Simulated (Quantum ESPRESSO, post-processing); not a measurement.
# Os(0001), 4 layers: cutoff convergence, part 2 of 2

Which setting serves for Os(0001), 4 layers? The runs below step through one kind of setting.

Quantum ESPRESSO 7.5; plane-wave DFT, PBE, SG15 norm-conserving pseudopotentials.

So far. Step 3 (SCF with pw.x: ecutwfc 75 Ry, ecutrho 300 Ry): Counted from each run's own zero (the Fermi level), the vacuum level differs from the first run's by -2 meV.

### 4. SCF with pw.x: ecutwfc 60 Ry, ecutrho 240 Ry

Contents of c2.in:

```
&control
  prefix = 'c2'
  outdir = './out'
  pseudo_dir = './pseudo'
  calculation = 'scf'
  tprnfor = .true.
/
&system
  ibrav = 0
  nat = 4
  ntyp = 1
  ecutwfc = 60
  ecutrho = 240
  occupations = 'smearing'
  smearing = 'mv'
  degauss = 0.02
  assume_isolated = 'esm'
  esm_bc = 'bc1'
/
&electrons
  conv_thr = 1e-07
  mixing_beta = 0.4
  electron_maxstep = 120
  mixing_mode = 'local-TF'
/
ATOMIC_SPECIES
  Os  190.2300  Os_ONCV_PBE-1.2.upf
CELL_PARAMETERS angstrom
  2.74000000000000 0.00000000000000 0.00000000000000
  1.37000000000000 2.37290960636936 0.00000000000000
  0.00000000000000 0.00000000000000 22.48969000000000
ATOMIC_POSITIONS crystal
  Os  0.666666666700 0.666666666700 -0.144281446298
  Os  0.000000000000 0.000000000000 -0.048093815433
  Os  0.666666666700 0.666666666700 0.048093815433
  Os  0.000000000000 0.000000000000 0.144281446298
K_POINTS automatic
  12 12 1 0 0 0
```

Run with:

```sh
> OMP_NUM_THREADS=1 mpirun -n 4 pw.x -nk 4 -in c2.in > c2.out
```

Log:

```text
[banner, memory and clock lines left out]
Program PWSCF v.7.5 starts
[...]
Message from routine setup:
[...]
number of electrons       =        64.00
     number of Kohn-Sham states=           38
     kinetic-energy cutoff     =      60.0000  Ry
     charge density cutoff     =     240.0000  Ry
[...]
number of k points=    19  Marzari-Vanderbilt smearing, width (Ry)=  0.0200
[...]
Dense  grid:    61955 G-vectors     FFT dimensions: (  27,  27, 216)
[...]
negative rho (up, down):  5.129E-04 0.000E+00
     Starting wfcs are random
[...]
negative rho (up, down):  4.824E-05 0.000E+00
[...]
estimated scf accuracy    <       0.22739813 Ry
[...]
negative rho (up, down):  1.679E-06 0.000E+00
[...]
estimated scf accuracy    <       0.13264225 Ry
[...]
estimated scf accuracy    <       0.01951464 Ry
[...]
estimated scf accuracy    <       0.00533769 Ry
[...]
estimated scf accuracy    <       0.00271328 Ry
[...]
estimated scf accuracy    <       0.00135837 Ry
[...]
estimated scf accuracy    <       0.00067222 Ry
[...]
estimated scf accuracy    <       0.00056427 Ry
[...]
estimated scf accuracy    <       0.00015038 Ry
[...]
negative rho (up, down):  3.361E-05 0.000E+00
[...]
estimated scf accuracy    <       0.00019319 Ry
[...]
negative rho (up, down):  4.437E-05 0.000E+00
[...]
estimated scf accuracy    <       0.00002216 Ry
[...]
negative rho (up, down):  1.386E-05 0.000E+00
[...]
estimated scf accuracy    <       0.00000367 Ry
[...]
estimated scf accuracy    <       0.00001626 Ry
[...]
estimated scf accuracy    <       0.00000098 Ry
[...]
estimated scf accuracy    <       0.00000025 Ry
[...]
the Fermi energy is    -5.4000 ev
!    total energy              =    -736.06158731 Ry
     estimated scf accuracy    <       0.00000002 Ry
     smearing contrib. (-TS)   =       0.00074592 Ry
     internal energy E=F+TS    =    -736.06233323 Ry
[...]
one-electron contribution =   11746.68039245 Ry
     hartree contribution      =   -5906.63881018 Ry
     xc contribution           =     -76.01440153 Ry
     ewald contribution        =   -6500.08951397 Ry
     convergence has been achieved in  16 iterations
[...]
Total force =     0.044331     Total SCF correction =     0.000432
[...]
```

Run time: 1.7 min. Hardware: 4 MPI ranks of Arm Neoverse V2, shared host; peak memory 0.5 GiB.

Read from the output:

* free energy: -10014.6281 eV
* Fermi energy: -5.4 eV
* vacuum line at the lower end of the cell, over the Fermi level: 5.400 eV
* vacuum line at the upper end of the cell, over the Fermi level: 5.400 eV

The program's own clock; routines nest. Time by routine:

| routine | wall time (s) | calls |
| --- | --- | --- |
| PWSCF | 99.82 | 1 |
| electrons | 98.5 | 1 |
| c_bands | 88.55 | 17 |
| cegterg | 79 | 91 |
| h_psi | 60.31 | 1273 |
| fftw | 47.32 | 40774 |
| vloc_psi | 46.81 | 1273 |
| calbec | 6.85 | 1293 |
| add_vuspsi | 6.72 | 1273 |
| h_psi:calbec | 6.61 | 1273 |
| mix_rho | 4.57 | 17 |
| sum_band | 4.51 | 17 |
| ffts | 2.85 | 1442 |
| cdiaghg | 1.63 | 1258 |

Counted from each run's own zero (the Fermi level), the vacuum level differs from the first run's by +1 meV.

### 5. SCF with pw.x: ecutwfc 51 Ry, ecutrho 204 Ry

c3.in, as its differences from the input of step 4:

```diff
@@ -1,3 +1,3 @@
 &control
-  prefix = 'c2'
+  prefix = 'c3'
   outdir = './out'
@@ -11,4 +11,4 @@
   ntyp = 1
-  ecutwfc = 60
-  ecutrho = 240
+  ecutwfc = 51
+  ecutrho = 204
   occupations = 'smearing'
```

Run with:

```sh
> OMP_NUM_THREADS=1 mpirun -n 4 pw.x -nk 4 -in c3.in > c3.out
```

Log:

```text
[banner, memory and clock lines left out]
Program PWSCF v.7.5 starts
[...]
Message from routine setup:
[...]
number of electrons       =        64.00
     number of Kohn-Sham states=           38
     kinetic-energy cutoff     =      51.0000  Ry
     charge density cutoff     =     204.0000  Ry
[...]
number of k points=    19  Marzari-Vanderbilt smearing, width (Ry)=  0.0200
[...]
Dense  grid:    48667 G-vectors     FFT dimensions: (  24,  24, 200)
[...]
negative rho (up, down):  1.078E-03 0.000E+00
     Starting wfcs are random
[...]
negative rho (up, down):  2.571E-04 0.000E+00
[...]
estimated scf accuracy    <       0.22400884 Ry
[...]
negative rho (up, down):  1.988E-05 0.000E+00
[...]
estimated scf accuracy    <       0.12923626 Ry
[...]
estimated scf accuracy    <       0.01571956 Ry
[...]
estimated scf accuracy    <       0.00397819 Ry
[...]
estimated scf accuracy    <       0.00260136 Ry
[...]
estimated scf accuracy    <       0.00187838 Ry
[...]
estimated scf accuracy    <       0.00063973 Ry
[...]
estimated scf accuracy    <       0.00050561 Ry
[...]
estimated scf accuracy    <       0.00019524 Ry
[...]
negative rho (up, down):  2.119E-05 0.000E+00
[...]
estimated scf accuracy    <       0.00028845 Ry
[...]
negative rho (up, down):  4.446E-05 0.000E+00
[...]
estimated scf accuracy    <       0.00005379 Ry
[...]
negative rho (up, down):  1.283E-05 0.000E+00
[...]
estimated scf accuracy    <       0.00000647 Ry
[...]
negative rho (up, down):  1.567E-05 0.000E+00
[...]
estimated scf accuracy    <       0.00001564 Ry
[...]
negative rho (up, down):  6.010E-06 0.000E+00
[...]
estimated scf accuracy    <       0.00000696 Ry
[...]
negative rho (up, down):  2.664E-06 0.000E+00
[...]
estimated scf accuracy    <       0.00000248 Ry
[...]
estimated scf accuracy    <       0.00000086 Ry
[...]
estimated scf accuracy    <       0.00000013 Ry
[...]
the Fermi energy is    -5.3981 ev
!    total energy              =    -736.05396538 Ry
     estimated scf accuracy    <       0.00000004 Ry
     smearing contrib. (-TS)   =       0.00074571 Ry
     internal energy E=F+TS    =    -736.05471109 Ry
[...]
one-electron contribution =   11746.71094126 Ry
     hartree contribution      =   -5906.66872216 Ry
     xc contribution           =     -76.00741622 Ry
     ewald contribution        =   -6500.08951397 Ry
     convergence has been achieved in  18 iterations
[...]
Total force =     0.043779     Total SCF correction =     0.001893
[...]
```

Wall time 67 s (4 MPI ranks); peak memory 0.43 GiB.

Numbers from this step:

```
free energy                                                    : -10014.5244 eV
Fermi energy                                                   : -5.398 eV
vacuum line at the lower end of the cell, over the Fermi level : 5.398 eV
vacuum line at the upper end of the cell, over the Fermi level : 5.398 eV
```

The program's own clock; routines nest. Time by routine:

| routine | wall time (s) | calls |
| --- | --- | --- |
| PWSCF | 66.68 | 1 |
| electrons | 65.74 | 1 |
| c_bands | 58.12 | 19 |
| cegterg | 51.54 | 100 |
| h_psi | 37.26 | 1224 |
| fftw | 27.15 | 40246 |
| vloc_psi | 26.98 | 1224 |
| calbec | 5.21 | 1244 |
| add_vuspsi | 5.12 | 1224 |
| h_psi:calbec | 5.02 | 1224 |
| mix_rho | 3.85 | 19 |
| sum_band | 3.05 | 19 |
| ffts | 2.28 | 1774 |
| cdiaghg | 1.54 | 1209 |

Counted from each run's own zero (the Fermi level), the vacuum level differs from the first run's by -1 meV.

### 6. Ground state: ecutwfc 42 Ry, ecutrho 168 Ry

c4.in, as its differences from the input of step 5:

```diff
@@ -1,3 +1,3 @@
 &control
-  prefix = 'c3'
+  prefix = 'c4'
   outdir = './out'
@@ -11,4 +11,4 @@
   ntyp = 1
-  ecutwfc = 51
-  ecutrho = 204
+  ecutwfc = 42
+  ecutrho = 168
   occupations = 'smearing'
```

Run with:

```sh
> OMP_NUM_THREADS=1 mpirun -n 4 pw.x -nk 4 -in c4.in > c4.out
```

Log:

```text
[banner, memory and clock lines left out]
Program PWSCF v.7.5 starts
[...]
Message from routine setup:
[...]
number of electrons       =        64.00
     number of Kohn-Sham states=           38
     kinetic-energy cutoff     =      42.0000  Ry
     charge density cutoff     =     168.0000  Ry
[...]
number of k points=    19  Marzari-Vanderbilt smearing, width (Ry)=  0.0200
[...]
Dense  grid:    36439 G-vectors     FFT dimensions: (  24,  24, 180)
[...]
negative rho (up, down):  3.353E-03 0.000E+00
     Starting wfcs are random
[...]
negative rho (up, down):  1.149E-03 0.000E+00
[...]
estimated scf accuracy    <       0.23029963 Ry
[...]
negative rho (up, down):  1.747E-05 0.000E+00
[...]
estimated scf accuracy    <       0.13178128 Ry
[...]
estimated scf accuracy    <       0.00927327 Ry
[...]
estimated scf accuracy    <       0.00357589 Ry
[...]
estimated scf accuracy    <       0.00228645 Ry
[...]
estimated scf accuracy    <       0.00103298 Ry
[...]
estimated scf accuracy    <       0.00031436 Ry
[...]
estimated scf accuracy    <       0.00094181 Ry
[...]
estimated scf accuracy    <       0.00042122 Ry
[...]
negative rho (up, down):  4.182E-07 0.000E+00
[...]
estimated scf accuracy    <       0.00015208 Ry
[...]
negative rho (up, down):  5.626E-05 0.000E+00
[...]
estimated scf accuracy    <       0.00006655 Ry
[...]
negative rho (up, down):  2.184E-05 0.000E+00
[...]
estimated scf accuracy    <       0.00001470 Ry
[...]
negative rho (up, down):  6.090E-06 0.000E+00
[...]
estimated scf accuracy    <       0.00000515 Ry
[...]
estimated scf accuracy    <       0.00000485 Ry
[...]
estimated scf accuracy    <       0.00000075 Ry
[...]
estimated scf accuracy    <       0.00000055 Ry
[...]
the Fermi energy is    -5.4052 ev
!    total energy              =    -735.98621027 Ry
     estimated scf accuracy    <       0.00000008 Ry
     smearing contrib. (-TS)   =       0.00076304 Ry
     internal energy E=F+TS    =    -735.98697331 Ry
[...]
one-electron contribution =   11746.78436825 Ry
     hartree contribution      =   -5906.70054044 Ry
     xc contribution           =     -75.98128716 Ry
     ewald contribution        =   -6500.08951397 Ry
     convergence has been achieved in  17 iterations
[...]
Total force =     0.042686     Total SCF correction =     0.002026
[...]
```

Wall time 49 s (4 MPI ranks); peak memory 0.36 GiB; 3.3 min of CPU time.

Read from the output:

```
free energy                                                    : -10013.6025 eV
Fermi energy                                                   : -5.405 eV
vacuum line at the lower end of the cell, over the Fermi level : 5.405 eV
vacuum line at the upper end of the cell, over the Fermi level : 5.405 eV
```

The program's own clock; routines nest. Time by routine:

| routine | wall time (s) | calls |
| --- | --- | --- |
| PWSCF | 48.64 | 1 |
| electrons | 47.87 | 1 |
| c_bands | 42.06 | 18 |
| cegterg | 37.21 | 95 |
| h_psi | 27.5 | 1083 |
| fftw | 20.8 | 36160 |
| vloc_psi | 20.58 | 1083 |
| calbec | 3.52 | 1103 |
| add_vuspsi | 3.45 | 1083 |
| h_psi:calbec | 3.38 | 1083 |
| mix_rho | 2.75 | 18 |
| sum_band | 2.48 | 18 |
| ffts | 1.66 | 1572 |
| cdiaghg | 1.35 | 1068 |

Counted from each run's own zero (the Fermi level), the vacuum level differs from the first run's by +6 meV.

### 7. Self-consistent run: ecutwfc 33 Ry, ecutrho 132 Ry

c5.in, as its differences from the input of step 6:

```diff
@@ -1,3 +1,3 @@
 &control
-  prefix = 'c4'
+  prefix = 'c5'
   outdir = './out'
@@ -11,4 +11,4 @@
   ntyp = 1
-  ecutwfc = 42
-  ecutrho = 168
+  ecutwfc = 33
+  ecutrho = 132
   occupations = 'smearing'
```

Run with:

```sh
> OMP_NUM_THREADS=1 mpirun -n 4 pw.x -nk 4 -in c5.in > c5.out
```

Log:

```text
[banner, memory and clock lines left out]
Program PWSCF v.7.5 starts
[...]
Message from routine setup:
[...]
number of electrons       =        64.00
     number of Kohn-Sham states=           38
     kinetic-energy cutoff     =      33.0000  Ry
     charge density cutoff     =     132.0000  Ry
[...]
number of k points=    19  Marzari-Vanderbilt smearing, width (Ry)=  0.0200
[...]
Dense  grid:    25379 G-vectors     FFT dimensions: (  24,  24, 160)
[...]
negative rho (up, down):  3.904E-03 0.000E+00
     Starting wfcs are random
[...]
negative rho (up, down):  1.530E-03 0.000E+00
[...]
estimated scf accuracy    <       0.24459830 Ry
[...]
negative rho (up, down):  2.151E-05 0.000E+00
[...]
estimated scf accuracy    <       0.13745576 Ry
[...]
negative rho (up, down):  1.370E-07 0.000E+00
[...]
estimated scf accuracy    <       0.01160473 Ry
[...]
estimated scf accuracy    <       0.00215333 Ry
[...]
estimated scf accuracy    <       0.00186611 Ry
[...]
estimated scf accuracy    <       0.00233315 Ry
[...]
estimated scf accuracy    <       0.00025477 Ry
[...]
estimated scf accuracy    <       0.00117896 Ry
[...]
negative rho (up, down):  2.881E-05 0.000E+00
[...]
estimated scf accuracy    <       0.00024533 Ry
[...]
negative rho (up, down):  3.160E-05 0.000E+00
[...]
estimated scf accuracy    <       0.00059513 Ry
[...]
estimated scf accuracy    <       0.00038659 Ry
[...]
estimated scf accuracy    <       0.00000375 Ry
[...]
estimated scf accuracy    <       0.00002294 Ry
[...]
estimated scf accuracy    <       0.00000522 Ry
[...]
estimated scf accuracy    <       0.00000017 Ry
[...]
estimated scf accuracy    <       0.00000010 Ry
[...]
estimated scf accuracy    <       0.00000046 Ry
[...]
estimated scf accuracy    <       0.00000010 Ry
[...]
the Fermi energy is    -5.4141 ev
!    total energy              =    -735.63602463 Ry
     estimated scf accuracy    <       0.00000002 Ry
     smearing contrib. (-TS)   =       0.00078939 Ry
     internal energy E=F+TS    =    -735.63681402 Ry
[...]
one-electron contribution =   11747.31435450 Ry
     hartree contribution      =   -5906.95466378 Ry
     xc contribution           =     -75.90699078 Ry
     ewald contribution        =   -6500.08951397 Ry
     convergence has been achieved in  19 iterations
[...]
Total force =     0.042319     Total SCF correction =     0.001451
[...]
```

Run time: 41 s. Hardware: 4 MPI ranks; peak memory 0.32 GiB.

Read from the output:

```
free energy                                                    : -10008.8380 eV
Fermi energy                                                   : -5.414 eV
vacuum line at the lower end of the cell, over the Fermi level : 5.414 eV
vacuum line at the upper end of the cell, over the Fermi level : 5.414 eV
```

The program's own clock; routines nest. Time by routine:

| routine | wall time (s) | calls |
| --- | --- | --- |
| PWSCF | 40.87 | 1 |
| electrons | 40.29 | 1 |
| c_bands | 35 | 20 |
| cegterg | 31.4 | 105 |
| h_psi | 23.65 | 1111 |
| fftw | 18.49 | 39966 |
| vloc_psi | 18.41 | 1111 |
| calbec | 2.66 | 1131 |
| add_vuspsi | 2.61 | 1111 |
| mix_rho | 2.6 | 20 |
| h_psi:calbec | 2.57 | 1111 |
| sum_band | 2.13 | 20 |
| ffts | 1.75 | 1800 |
| cdiaghg | 1.42 | 1096 |

Counted from each run's own zero (the Fermi level), the vacuum level differs from the first run's by +15 meV.

### 8. Self-consistent run: ecutwfc 27 Ry, ecutrho 108 Ry

c6.in, as its differences from the input of step 7:

```diff
@@ -1,3 +1,3 @@
 &control
-  prefix = 'c5'
+  prefix = 'c6'
   outdir = './out'
@@ -11,4 +11,4 @@
   ntyp = 1
-  ecutwfc = 33
-  ecutrho = 132
+  ecutwfc = 27
+  ecutrho = 108
   occupations = 'smearing'
```

Run with:

```sh
> OMP_NUM_THREADS=1 mpirun -n 4 pw.x -nk 4 -in c6.in > c6.out
```

Log:

```text
[banner, memory and clock lines left out]
Program PWSCF v.7.5 starts
[...]
Message from routine setup:
[...]
number of electrons       =        64.00
     number of Kohn-Sham states=           38
     kinetic-energy cutoff     =      27.0000  Ry
     charge density cutoff     =     108.0000  Ry
[...]
number of k points=    19  Marzari-Vanderbilt smearing, width (Ry)=  0.0200
[...]
Dense  grid:    18807 G-vectors     FFT dimensions: (  18,  18, 144)
[...]
negative rho (up, down):  5.537E-03 0.000E+00
     Starting wfcs are random
[...]
negative rho (up, down):  2.716E-03 0.000E+00
[...]
estimated scf accuracy    <       0.30824703 Ry
[...]
negative rho (up, down):  2.386E-04 0.000E+00
[...]
estimated scf accuracy    <       0.16329825 Ry
[...]
negative rho (up, down):  1.791E-05 0.000E+00
[...]
estimated scf accuracy    <       0.01249790 Ry
[...]
negative rho (up, down):  7.559E-08 0.000E+00
[...]
estimated scf accuracy    <       0.00273776 Ry
[...]
estimated scf accuracy    <       0.00195167 Ry
[...]
estimated scf accuracy    <       0.00184678 Ry
[...]
estimated scf accuracy    <       0.00056645 Ry
[...]
estimated scf accuracy    <       0.00024952 Ry
[...]
estimated scf accuracy    <       0.00006884 Ry
[...]
negative rho (up, down):  1.593E-08 0.000E+00
[...]
estimated scf accuracy    <       0.00007064 Ry
[...]
estimated scf accuracy    <       0.00005806 Ry
[...]
estimated scf accuracy    <       0.00004984 Ry
[...]
estimated scf accuracy    <       0.00000365 Ry
[...]
estimated scf accuracy    <       0.00000095 Ry
[...]
estimated scf accuracy    <       0.00000032 Ry
[...]
the Fermi energy is    -5.4540 ev
!    total energy              =    -734.89624379 Ry
     estimated scf accuracy    <       0.00000008 Ry
     smearing contrib. (-TS)   =       0.00070574 Ry
     internal energy E=F+TS    =    -734.89694953 Ry
[...]
one-electron contribution =   11748.98383339 Ry
     hartree contribution      =   -5908.02511954 Ry
     xc contribution           =     -75.76614941 Ry
     ewald contribution        =   -6500.08951397 Ry
     convergence has been achieved in  16 iterations
[...]
Total force =     0.038741     Total SCF correction =     0.002682
[...]
```

The job ended after 21 s (4 MPI ranks; peak memory 0.26 GiB; 85 s of CPU time).

Numbers from this step:

* free energy: -9998.7728 eV
* Fermi energy: -5.454 eV
* vacuum line at the lower end of the cell, over the Fermi level: 5.454 eV
* vacuum line at the upper end of the cell, over the Fermi level: 5.454 eV

The program's own clock; routines nest. Time by routine:

| routine | wall time (s) | calls |
| --- | --- | --- |
| PWSCF | 20.75 | 1 |
| electrons | 20.32 | 1 |
| c_bands | 17.9 | 17 |
| cegterg | 15.88 | 90 |
| h_psi | 11.46 | 848 |
| fftw | 8.77 | 30246 |
| vloc_psi | 8.52 | 848 |
| calbec | 1.5 | 868 |
| add_vuspsi | 1.46 | 848 |
| h_psi:calbec | 1.43 | 848 |
| sum_band | 1.14 | 17 |
| cdiaghg | 1.07 | 833 |
| mix_rho | 1.04 | 17 |
| ffts | 0.61 | 1300 |

Counted from each run's own zero (the Fermi level), the vacuum level differs from the first run's by +55 meV.

### 9. The series side by side

All levels:

| level | vacuum level over the Fermi level (eV) | its change from the first (meV) | energy from the first (meV an atom) | SCF iterations | wall time (s) | peak memory (GiB) | CPU time (s) |
| --- | --- | --- | --- | --- | --- | --- | --- |
| ecutwfc 90 Ry, ecutrho 360 Ry | 5.399 | 0 | 0 | 17 | 236.9 | 0.8 | 947 |
| ecutwfc 75 Ry, ecutrho 300 Ry | 5.398 | -1.6 | 4.149 | 20 | 146.1 | 0.64 | 584 |
| ecutwfc 60 Ry, ecutrho 240 Ry | 5.4 | 0.8046 | 8.3 | 16 | 100.4 | 0.5 | 401.1 |
| ecutwfc 51 Ry, ecutrho 204 Ry | 5.398 | -1.102 | 34.23 | 18 | 67.23 | 0.43 | 268.5 |
| ecutwfc 42 Ry, ecutrho 168 Ry | 5.405 | 5.985 | 264.7 | 17 | 49.18 | 0.36 | 196.4 |
| ecutwfc 33 Ry, ecutrho 132 Ry | 5.414 | 14.86 | 1456 | 19 | 41.41 | 0.32 | 165.3 |
| ecutwfc 27 Ry, ecutrho 108 Ry | 5.454 | 54.64 | 3972 | 16 | 21.29 | 0.26 | 84.81 |

### 10. Summary of results

```yaml
vacuum_level_over_the_fermi_level_ecutwfc_90_ry_ecutrho_360_ry: 5.399 eV
cheapest_step_of_the_main_series_that_with_all_steps_before_it_keeps_the_vacuum_level_within_20_mev_of_the_first: ecutwfc 33 Ry, ecutrho 132 Ry: +15 meV, 2.8 min of CPU time against 16 min
setting_with_the_largest_shift_of_the_level: ecutwfc 27 Ry, ecutrho 108 Ry: +55 meV
```

In words: The cheapest step of the main series that, with all steps before it, keeps the vacuum level within 20 meV of the first is ecutwfc 33 Ry, ecutrho 132 Ry: +15 meV, 2.8 min of CPU time against 16 min. Over the series the energy moves by up to 3972 meV an atom and the vacuum level by up to 55 meV. At the customary cutoff (third row) the total energy is still 8.3 meV an atom off while the level is within 1 meV. The times come from a shared host and are rough. Peak memory is sampled during the run and can miss the peak. The geometry is as built, not relaxed.

[Logs are printed without paths, hosts, clocks, repeated set-up lines and the standing remarks that a program may print on its own settings, such as how far it seeks lower states.]

[Hosts, paths, dates, database ids (printed as entryN), source tags and the programs' standing remarks are cut or masked in the printed files.]

[Maps of the electrostatic potential energy from Ansatz leave out the sawtooth potential of an applied field or a dipole correction, so their vacuum need not be flat; planar profiles and work functions include it.]
